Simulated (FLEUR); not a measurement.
# CaCo2As2: which magnetic order is lowest, part 2 of 2

Wanted: the moments of CaCo2As2 and the energy of each order that was tried.

FLEUR MaX-R8.1; PBEsol; all-electron FLAPW, Dirac cores, scalar-relativistic bands.

So far. Step 2 (Run 1 (ferro ++)): After 28 cycles the largest moment stands at 0.679 μB. Step 3 (Order 2, typed as antiferro +-): It lies 35.4 meV a seeded atom over the first start.

### 4. Start 3: no spin polarisation

Without spin polarisation no moment can form, so the difference from the other runs is what forming moments gains.

inp.xml

```
<?xml version="1.0" encoding="UTF-8" standalone="no"?>
<fleurInput fleurInputVersion="0.39">
   <comment>
      CaCo2As2
   </comment>
   <calculationSetup>
      <cutoffs Kmax="3.85" Gmax="11.6" GmaxXC="11.6" numbands="0"/>
      <scfLoop itmax="90" minDistance="0.00002" maxIterBroyd="15" imix="Anderson" alpha="0.05" precondParam="0.0" spinf="2.0" sdNocoIR="T"/>
      <coreElectrons ctail="T" frcor="F" kcrel="0" coretail_lmax="0"/>
      <xcFunctional name="PBEs" relativisticCorrections="F"/>
      <magnetism jspins="1"/>
      <soc l_soc="F" theta="0.0" phi="0.0" spav="F"/>
      <expertModes spex="0" secvar="F"/>
      <geometryOptimization l_f="F" forcealpha="1.0" forcemix="BFGS" epsdisp="0.00001" epsforce="0.00001"/>
      <ldaU l_linMix="F" mixParam="0.05" spinf="1.0"/>
   </calculationSetup>
   <cell>
      <bzIntegration valenceElectrons="74.0" mode="hist" fermiSmearingEnergy="0.00293995">
         <kPointListSelection listName="default-1"/>
         <xi:include xmlns:xi="http://www.w3.org/2001/XInclude" href="kpts.xml"> </xi:include>
      </bzIntegration>
      <xi:include xmlns:xi="http://www.w3.org/2001/XInclude" href="sym.xml"> </xi:include>
      <bulkLattice scale="1.0">
         <bravaisMatrix>
            <row-1>   -3.7876941184832558     3.7876941184832558     9.5374636247446194</row-1>
            <row-2>    3.7876941184832558    -3.7876941184832558     9.5374636247446194</row-2>
            <row-3>    3.7876941184832558     3.7876941184832558    -9.5374636247446194</row-3>
         </bravaisMatrix>
      </bulkLattice>
   </cell>
   <atomSpecies>
      <species name="Calcium (Ca)" element="Ca" atomicNumber="20">
         <mtSphere radius="2.8" gridPoints="925" logIncrement="0.013"/>
         <atomicCutoffs lmax="10" lnonsphr="8"/>
         <electronConfig flipSpins="F">
            <coreConfig>(1s1/2) (2s1/2) (2p1/2) (2p3/2)</coreConfig>
            <valenceConfig>(3s1/2) (3p1/2) (3p3/2) (4s1/2)</valenceConfig>
         </electronConfig>
         <energyParameters s="4" p="4" d="3" f="4"/>
         <lo type="SCLO" l="0" n="3" eDeriv="0"/>
         <lo type="SCLO" l="1" n="3" eDeriv="0"/>
      </species>
      <species name="Cobalt (Co)" element="Co" atomicNumber="27">
         <mtSphere radius="2.13" gridPoints="705" logIncrement="0.017"/>
         <atomicCutoffs lmax="8" lnonsphr="6"/>
         <electronConfig flipSpins="F">
            <coreConfig>(1s1/2) (2s1/2) (2p1/2) (2p3/2)</coreConfig>
            <valenceConfig>(3s1/2) (3p1/2) (3p3/2) (4s1/2) (3d3/2) (3d5/2)</valenceConfig>
            <stateOccupation state="(3d3/2)" spinUp="1.400000" spinDown="1.400000"/>
            <stateOccupation state="(3d5/2)" spinUp="2.100000" spinDown="2.100000"/>
         </electronConfig>
         <energyParameters s="4" p="4" d="3" f="4"/>
         <lo type="SCLO" l="0" n="3" eDeriv="0"/>
         <lo type="SCLO" l="1" n="3" eDeriv="0"/>
      </species>
      <species name="Arsenic (As)" element="As" atomicNumber="33">
         <mtSphere radius="2.13" gridPoints="705" logIncrement="0.018"/>
         <atomicCutoffs lmax="8" lnonsphr="6"/>
         <electronConfig flipSpins="F">
            <coreConfig>(1s1/2) (2s1/2) (2p1/2) (2p3/2) (3s1/2) (3p1/2) (3p3/2)</coreConfig>
            <valenceConfig>(4s1/2) (3d3/2) (3d5/2) (4p1/2) (4p3/2)</valenceConfig>
            <stateOccupation state="(4p1/2)" spinUp="0.500000" spinDown="0.500000"/>
            <stateOccupation state="(4p3/2)" spinUp="1.000000" spinDown="1.000000"/>
         </electronConfig>
         <energyParameters s="4" p="4" d="3" f="4"/>
      </species>
   </atomSpecies>
   <atomGroups>
      <atomGroup species="Calcium (Ca)">
         <relPos label="                   1">.0000000000 .0000000000 .0000000000</relPos>
         <force calculate="T" relaxXYZ="TTT"/>
      </atomGroup>
      <atomGroup species="Cobalt (Co)">
         <relPos label="                   2">-1.000/4.000 1.000/4.000 1.000/2.000</relPos>
         <relPos label="                   3">1.000/4.000 -1.000/4.000 1.000/2.000</relPos>
         <force calculate="T" relaxXYZ="TTT"/>
      </atomGroup>
      <atomGroup species="Arsenic (As)">
         <relPos label="                   4">.3634838400 .3634838400 .0000000000</relPos>
         <relPos label="                   5">-.3634838400 -.3634838400 .0000000000</relPos>
         <force calculate="T" relaxXYZ="TTT"/>
      </atomGroup>
   </atomGroups>
   <output dos="F" band="F" slice="F">
      <bandDOS minEnergy="-.5*Htr" maxEnergy="0.5*Htr" sigma="0.015" storeEVData="T"/>
      <plotting iplot="0" polar="F">
         <plot TwoD="T" vec1="  1.0  0.0  0.0" vec2="  0.0  1.0  0.0" vec3="  0.0  0.0  1.0" zero="  0.0  0.0  0.0" file="plot"/>
      </plotting>
      <moessbauerParams electricFieldGradient="F" isomerShift="F" coreHyperfine="F" valenceHyperfine="F"/>
   </output>
</fleurInput>
```

crystal.txt

```
CaCo2As2
&input film=F cartesian=F /
-2.00436140940  2.00436140940  5.04700840010
2.00436140940  -2.00436140940  5.04700840010
2.00436140940  2.00436140940  -5.04700840010
1.8897261246
1.0 1.0 1.0

5
20 0.00000000000  0.00000000000  0.00000000000
27 0.75000000000  0.25000000000  0.50000000000
27 0.25000000000  0.75000000000  0.50000000000
33 0.36348384000  0.36348384000  0.00000000000
33 0.63651616000  0.63651616000  0.00000000000

&kpt div1=10 div2=10 div3=10 gamma=T /
```

On the command line:

```console
$ OMP_NUM_THREADS=1 inpgen -f crystal.txt > inpgen.log  # inp.xml is then edited as shown
$ OMP_NUM_THREADS=1 mpirun -n 4 fleur_MPI > fleur.log
```

What it wrote:

```text
[banner, memory and clock lines left out]
Welcome to FLEUR        (www.flapw.de)
      MaX-Release 8.1          (www.max-centre.eu)

 ========== k-point set info ==========
 Selected k-point list: default-1
 k-point list type: mesh
 0 x 0 x 0
 Number of k points: 104

 [... set-up left out ...]
 Iteration:     1   Distance:      26.40320251 me/bohr^3
 Iteration:     2   Distance:      14.24359925 me/bohr^3
 Iteration:     3   Distance:       7.26548768 me/bohr^3
 Iteration:     4   Distance:       5.68489158 me/bohr^3
 Iteration:     5   Distance:       3.19195202 me/bohr^3
[...]
<FermiEnergy value="0.3362107037" units="Htr"/>
         [... left out ...]
         <totalEnergy value="    -7983.1500944199" units="Htr">
            <sumOfEigenvalues value="    -4598.2434963874">
               <coreElectrons value="-4544.7108375441"/>
               <valenceElectrons value="-53.5326588433"/>
            </sumOfEigenvalues>
         [... left out ...]
            <freeEnergy value="-7983.1546129985"/>
            <extrapolationTo0K value="-7983.1523537092"/>
         </totalEnergy>
         <densityConvergence units="me/bohr^3">
            <chargeDensity spin="1" distance="0.0000132881"/>
         </densityConvergence>
      </iteration>
```

The job ended after 79 s (4 MPI ranks of Arm Neoverse V2, shared host; peak memory 0.29 GiB; 5.3 min of CPU time).

This step gave:

- free energy: -217232.7036 eV
- program's band gap on this mesh (in a metal only a level spacing): 0.001199 eV
- final state: non-magnetic (no spin polarisation)

It lies 35.4 meV a seeded atom over the first start.

### 5. The states side by side

Free energies are divided by the number of seeded atoms.

Orders:

| start | final state | typed order kept | energy over the lowest (meV a seeded atom) | largest sphere moment (μB) | net moment (μB a primitive cell) | mesh matched | CPU time (s) |
| --- | --- | --- | --- | --- | --- | --- | --- |
| ferro ++ | ferromagnetic | yes | 0 | 0.6788 | 1.398 | yes | 871.5 |
| antiferro +- | non-magnetic | no | 35.41 | 0 | 0 | yes | 2965 |
| no spin polarisation | non-magnetic | - | 35.41 | 0 | 0 | yes | 315.4 |

### 6. What came out

```yaml
lowest_state_found: ferromagnetic (typed ferro ++)
largest_site_spin_moment: 0.679 μB
next_finished_state: non-magnetic, 35.4 meV a seeded atom higher
energy_gained_by_spin_polarisation: 35.4 meV a seeded atom
```

What this shows: The lowest state found is ferromagnetic, reached from the start ferro ++, with moments up to 0.679 μB. 1 start left the typed pattern (a sign turned, or a seeded moment died or shrank under 0.15 μB), so such an energy belongs to the state reached, not the one typed. Only 3 starts were tried; other patterns of signs, canted and longer-period orders were not.

[Logs and program files are shortened in this print: banners, set-up blocks, solver, clock and traceback lines can be left out without a mark of their own.]

[Logs are printed without paths, hosts, clocks, repeated set-up lines and the standing remarks that a program may print on its own settings, such as how far it seeks lower states.]

[Hosts, paths, dates, database ids (printed as entryN), source tags and the programs' standing remarks are cut or masked in the printed files.]

[Where a cell is said to come from a database of computed structures, the database is the Materials Project.]
